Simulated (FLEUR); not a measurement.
# MnF2: which magnetic order is lowest, part 2 of 3

A self-consistent run ends on one state, which hangs on the start. Several orders of MnF2 are started in FLEUR and their energies compared.

FLEUR MaX-R8.1; LDA (VWN) with U = 4 eV on Mn d; all-electron FLAPW, Dirac cores, scalar-relativistic bands.

So far, largest spin moment in the muffin-tin sphere (μB): step 2 (order 1, typed as ferro ++) 4.72.

### Step 3. Start 2: antiferro +-

An opposed order shows whether neighbours prefer unlike signs.

inp.xml

```
<?xml version="1.0" encoding="UTF-8" standalone="no"?>
<fleurInput fleurInputVersion="0.39">
   <comment>
      MnF2
   </comment>
   <calculationSetup>
      <cutoffs Kmax="4.29" Gmax="12.9" GmaxXC="12.9" numbands="0"/>
      <scfLoop itmax="130" minDistance="0.0001" maxIterBroyd="15" imix="Anderson" alpha="0.05" precondParam="0.0" spinf="2.0" sdNocoIR="T"/>
      <coreElectrons ctail="T" frcor="F" kcrel="0" coretail_lmax="0"/>
      <xcFunctional name="vwn" relativisticCorrections="F"/>
      <magnetism jspins="2"/>
      <soc l_soc="F" theta="0.0" phi="0.0" spav="F"/>
      <expertModes spex="0" secvar="F"/>
      <geometryOptimization l_f="F" forcealpha="1.0" forcemix="BFGS" epsdisp="0.00001" epsforce="0.00001"/>
      <ldaU l_linMix="F" mixParam="0.05" spinf="1.0"/>
   </calculationSetup>
   <cell>
      <bzIntegration valenceElectrons="58.0" mode="hist" fermiSmearingEnergy="0.00183747">
         <kPointListSelection listName="default-1"/>
         <xi:include xmlns:xi="http://www.w3.org/2001/XInclude" href="kpts.xml"> </xi:include>
      </bzIntegration>
      <xi:include xmlns:xi="http://www.w3.org/2001/XInclude" href="sym.xml"> </xi:include>
      <bulkLattice scale="1.0">
         <bravaisMatrix>
            <row-1>    9.2101471860754796     0.0000000000000000     0.0000000000000000</row-1>
            <row-2>    0.0000000000000000     9.2101471860754796     0.0000000000000000</row-2>
            <row-3>    0.0000000000000000     0.0000000000000000     6.2563162807132198</row-3>
         </bravaisMatrix>
      </bulkLattice>
   </cell>
   <atomSpecies>
      <species name="Manganese 4.501" element="Mn" atomicNumber="25">
         <mtSphere radius="2.48" gridPoints="819" logIncrement="0.015"/>
         <atomicCutoffs lmax="10" lnonsphr="8"/>
         <electronConfig flipSpins="F">
            <coreConfig>(1s1/2) (2s1/2) (2p1/2) (2p3/2)</coreConfig>
            <valenceConfig>(3s1/2) (3p1/2) (3p3/2) (4s1/2) (3d3/2) (3d5/2)</valenceConfig>
            <stateOccupation state="(3d3/2)" spinUp="1.7505" spinDown="0.2495"/>
            <stateOccupation state="(3d5/2)" spinUp="3.0" spinDown="0.0"/>
         </electronConfig>
         <energyParameters s="4" p="4" d="3" f="4"/>
         <ldaU l="2" U="4.0" J="0.0" l_amf="F"/>
         <lo type="SCLO" l="0" n="3" eDeriv="0"/>
         <lo type="SCLO" l="1" n="3" eDeriv="0"/>
      </species>
      <species name="Manganese -4.501" element="Mn" atomicNumber="25">
         <mtSphere radius="2.48" gridPoints="819" logIncrement="0.015"/>
         <atomicCutoffs lmax="10" lnonsphr="8"/>
         <electronConfig flipSpins="F">
            <coreConfig>(1s1/2) (2s1/2) (2p1/2) (2p3/2)</coreConfig>
            <valenceConfig>(3s1/2) (3p1/2) (3p3/2) (4s1/2) (3d3/2) (3d5/2)</valenceConfig>
            <stateOccupation state="(3d3/2)" spinUp="0.2495" spinDown="1.7505"/>
            <stateOccupation state="(3d5/2)" spinUp="0.0" spinDown="3.0"/>
         </electronConfig>
         <energyParameters s="4" p="4" d="3" f="4"/>
         <ldaU l="2" U="4.0" J="0.0" l_amf="F"/>
         <lo type="SCLO" l="0" n="3" eDeriv="0"/>
         <lo type="SCLO" l="1" n="3" eDeriv="0"/>
      </species>
      <species name="Fluorine (F)" element="F" atomicNumber="9">
         <mtSphere radius="1.4" gridPoints="463" logIncrement="0.023"/>
         <atomicCutoffs lmax="6" lnonsphr="4"/>
         <electronConfig flipSpins="F">
            <coreConfig>(1s1/2)</coreConfig>
            <valenceConfig>(2s1/2) (2p1/2) (2p3/2)</valenceConfig>
            <stateOccupation state="(2p1/2)" spinUp="0.833333" spinDown="0.833333"/>
            <stateOccupation state="(2p3/2)" spinUp="1.666667" spinDown="1.666667"/>
         </electronConfig>
         <energyParameters s="2" p="2" d="3" f="4"/>
      </species>
   </atomSpecies>
   <atomGroups>
      <atomGroup species="Manganese 4.501">
         <relPos label="                   1">.0000000000 .0000000000 .0000000000</relPos>
         <force calculate="T" relaxXYZ="TTT"/>
      </atomGroup>
      <atomGroup species="Manganese -4.501">
         <relPos label="                   2">1.000/2.000 1.000/2.000 1.000/2.000</relPos>
         <force calculate="T" relaxXYZ="TTT"/>
      </atomGroup>
      <atomGroup species="Fluorine (F)">
         <relPos label="                   3">.3053000000 .3053000000 .0000000000</relPos>
         <relPos label="                   5">-.3053000000 -.3053000000 .0000000000</relPos>
         <force calculate="T" relaxXYZ="TTT"/>
      </atomGroup>
      <atomGroup species="Fluorine (F)">
         <relPos label="                   4">.1947000000 -.1947000000 1.000/2.000</relPos>
         <relPos label="                   6">-.1947000000 .1947000000 1.000/2.000</relPos>
         <force calculate="T" relaxXYZ="TTT"/>
      </atomGroup>
   </atomGroups>
   <output dos="F" band="F" slice="F">
      <bandDOS minEnergy="-.5*Htr" maxEnergy="0.5*Htr" sigma="0.015" storeEVData="T"/>
      <plotting iplot="0" polar="F">
         <plot TwoD="T" vec1="  1.0  0.0  0.0" vec2="  0.0  1.0  0.0" vec3="  0.0  0.0  1.0" zero="  0.0  0.0  0.0" file="plot"/>
      </plotting>
      <moessbauerParams electricFieldGradient="F" isomerShift="F" coreHyperfine="F" valenceHyperfine="F"/>
   </output>
</fleurInput>
```

crystal.txt

```
MnF2
&input film=F cartesian=F /
4.87380000000  0.00000000000  0.00000000000
0.00000000000  4.87380000000  0.00000000000
0.00000000000  0.00000000000  3.31070000000
1.8897261246
1.0 1.0 1.0

6
25 0.00000000000  0.00000000000  0.00000000000 : 4.501
25 0.50000000000  0.50000000000  0.50000000000 : -4.501
9 0.30530000000  0.30530000000  0.00000000000
9 0.19470000000  0.80530000000  0.50000000000
9 0.69470000000  0.69470000000  0.00000000000
9 0.80530000000  0.19470000000  0.50000000000

&kpt div1=6 div2=6 div3=6 gamma=T /
```

Launch:

```bash
$ OMP_NUM_THREADS=1 inpgen -f crystal.txt > inpgen.log  # inp.xml is then edited as shown
$ OMP_NUM_THREADS=1 mpirun -n 4 fleur_MPI > fleur.log
```

Log:

```text
[banner, memory and clock lines left out]
Welcome to FLEUR        (www.flapw.de)
      MaX-Release 8.1          (www.max-centre.eu)

 ========== k-point set info ==========
 Selected k-point list: default-1
 k-point list type: mesh
 6 x 6 x 6
 Number of k points: 52

 ------------Calculation Setup---------------------------
 Number of PE/node        :            4
 Number of OMP-threads    :            1
 k-points in parallel     :            4
 pe's per k-point         :            1
 No of k-point loops      :           13
 Eigenvalue solver        :       lapack
 Number of basis functions:          761
 Approximate size of matrices (H+S) per k-point:         0.009 GB
 no density matrix found ... skipping LDA+U
 Reset of history
 Iteration:     1   Distance:      13.36846035 me/bohr^3
 Iteration:     2   Distance:      12.41559437 me/bohr^3
 Iteration:     3   Distance:      11.04836043 me/bohr^3
 Iteration:     4   Distance:       6.65098687 me/bohr^3
 Iteration:     5   Distance:       4.18379455 me/bohr^3
 Iteration:     6   Distance:       1.74215700 me/bohr^3
 Iteration:     7   Distance:       0.45963896 me/bohr^3
 Iteration:     8   Distance:       0.49541129 me/bohr^3
 Iteration:     9   Distance:       0.05095020 me/bohr^3
 Iteration:    10   Distance:       0.02021151 me/bohr^3
 Iteration:    11   Distance:       0.00496017 me/bohr^3
 Iteration:    12   Distance:       0.00421369 me/bohr^3
 Iteration:    13   Distance:       0.00080893 me/bohr^3
 Iteration:    14   Distance:       0.00026630 me/bohr^3
 Iteration:    15   Distance:       0.00018275 me/bohr^3
 Iteration:    16   Distance:       0.00003372 me/bohr^3

 ********************************************************************
 Run finished successfully
 Stop message:
   all done
 ********************************************************************

--- out.xml (last complete iteration) ---
<iteration numberForCurrentRun="   16" overallNumber="   16">
         [... left out ...]
         <bandgap value="3.2929550784" units="eV"/>
         <sumValenceSingleParticleEnergies value="-37.3073570372" units="Htr"/>
         <FermiEnergy value="0.0769668284" units="Htr"/>
         <valenceDensity>
            <mtCharges spin="1">
               <mtCharge atomType="1" total="9.2093061" s="1.1200183" p="3.1470074" d="4.8789254" f="0.0414090"/>
               <mtCharge atomType="2" total="4.5108664" s="1.1008331" p="3.1296033" d="0.2181494" f="0.0405265"/>
               <mtCharge atomType="3" total="2.8059857" s="0.8014229" p="2.0032687" d="0.0011013" f="0.0001558"/>
               <mtCharge atomType="4" total="2.8240437" s="0.8032019" p="2.0189029" d="0.0016534" f="0.0002349"/>
            </mtCharges>
            <mtCharges spin="2">
               <mtCharge atomType="1" total="4.5108664" s="1.1008331" p="3.1296033" d="0.2181494" f="0.0405265"/>
               <mtCharge atomType="2" total="9.2093061" s="1.1200183" p="3.1470074" d="4.8789254" f="0.0414090"/>
               <mtCharge atomType="3" total="2.8240437" s="0.8032019" p="2.0189029" d="0.0016534" f="0.0002349"/>
               <mtCharge atomType="4" total="2.8059857" s="0.8014229" p="2.0032687" d="0.0011013" f="0.0001558"/>
            </mtCharges>
            <spinDependentCharge spin="1" total="29.0000000" interstitial="4.0197689" mtSpheres="24.9802311"/>
            <spinDependentCharge spin="2" total="29.0000000" interstitial="4.0197689" mtSpheres="24.9802311"/>
            <totalCharge value="58.0000000000"/>
         </valenceDensity>
         [... left out ...]
         <magneticMomentsInMTSpheres units="muBohr">
            <globalMagMoment atomType="1" vec="0.00000   0.00000   4.69844"/>
            <localMagMoment atomType="1" vec="0.00000   0.00000   4.69844"/>
            <globalMagMoment atomType="2" vec="0.00000   0.00000  -4.69844"/>
            <localMagMoment atomType="2" vec="0.00000   0.00000  -4.69844"/>
            <globalMagMoment atomType="3" vec="0.00000   0.00000  -0.01806"/>
            <localMagMoment atomType="3" vec="0.00000   0.00000  -0.01806"/>
            <globalMagMoment atomType="4" vec="0.00000   0.00000   0.01806"/>
            <localMagMoment atomType="4" vec="0.00000   0.00000   0.01806"/>
         </magneticMomentsInMTSpheres>
         [... left out ...]
         <totalEnergy value="    -2710.5390992247" units="Htr">
            <sumOfEigenvalues value="    -1548.6281996118">
               <coreElectrons value="-1511.3208425746"/>
               <valenceElectrons value="-37.3073570372"/>
            </sumOfEigenvalues>
            <densityCoulombPotentialIntegral value="-4099.9177385687"/>
            <densityEffectivePotentialIntegral value="-4284.7844756433"/>
            <chargeDenXCDenIntegral value="-139.8123639024"/>
            <FockExchangeEnergyValence value="0.0000000000"/>
            <FockExchangeEnergyCore value="0.0000000000"/>
         [... left out ...]
            <dftUCorrection value="-0.7022785825"/>
            <tkbTimesEntropy value="0.0000000000"/>
            <freeEnergy value="-2710.5390992247"/>
            <extrapolationTo0K value="-2710.5390992247"/>
         </totalEnergy>
         [... left out ...]
         <ldaUDensityMatrixConvergence>
            <distance spin="1" distance="0.000001"/>
            <distance spin="2" distance="0.000001"/>
         </ldaUDensityMatrixConvergence>
         <densityConvergence units="me/bohr^3">
            <chargeDensity spin="1" distance="0.0000185062"/>
            <chargeDensity spin="2" distance="0.0000185122"/>
            <overallChargeDensity distance="0.0000337181"/>
            <spinDensity distance="0.0000152791"/>
         </densityConvergence>
      </iteration>
```

The job ended after 58 s (4 MPI ranks of Intel Xeon 6975P-C (Granite Rapids), shared host; peak memory 0.45 GiB; 3.8 min of CPU time).

Spin moment in the muffin-tin sphere by atom:

| atom | spin moment in the muffin-tin sphere (μB) |
| --- | --- |
| Mn1 | 4.70 |
| Mn2 | -4.70 |
| F3 | -0.02 |
| F4 | 0.02 |
| F5 | -0.02 |
| F6 | 0.02 |

Read from the output:

```
free energy                                                       : -73757.5264 eV
program's band gap on this mesh (in a metal only a level spacing) : 3.293 eV
magnetization                                                     : 0 μB
final state                                                       : antiferromagnetic
```

It lies 20.6 meV a seeded atom under the first start, and its largest moment is 4.70 μB against 4.72 μB.

### Step 4. Energies of the orders

Free energies are divided by the number of seeded atoms.

Orders:

| start | final state | typed order kept | energy over the lowest (meV a seeded atom) | largest sphere moment (μB) | net moment (μB a primitive cell) | mesh matched | CPU time (s) |
| --- | --- | --- | --- | --- | --- | --- | --- |
| ferro ++ | ferromagnetic | yes | 20.56 | 4.723 | 10 | yes | 165.8 |
| antiferro +- | antiferromagnetic | yes | 0 | 4.698 | 0 | yes | 230.6 |

(Part 2 of 3 ends here.)

[Logs and program files are shortened in this print: banners, set-up blocks, solver, clock and traceback lines can be left out without a mark of their own.]

[Logs are printed without paths, hosts, clocks, repeated set-up lines and the standing remarks that a program may print on its own settings, such as how far it seeks lower states.]

[Hosts, paths, dates, database ids (printed as entryN), source tags and the programs' standing remarks are cut or masked in the printed files.]

[Where a cell is said to come from a database of computed structures, the database is the Materials Project.]
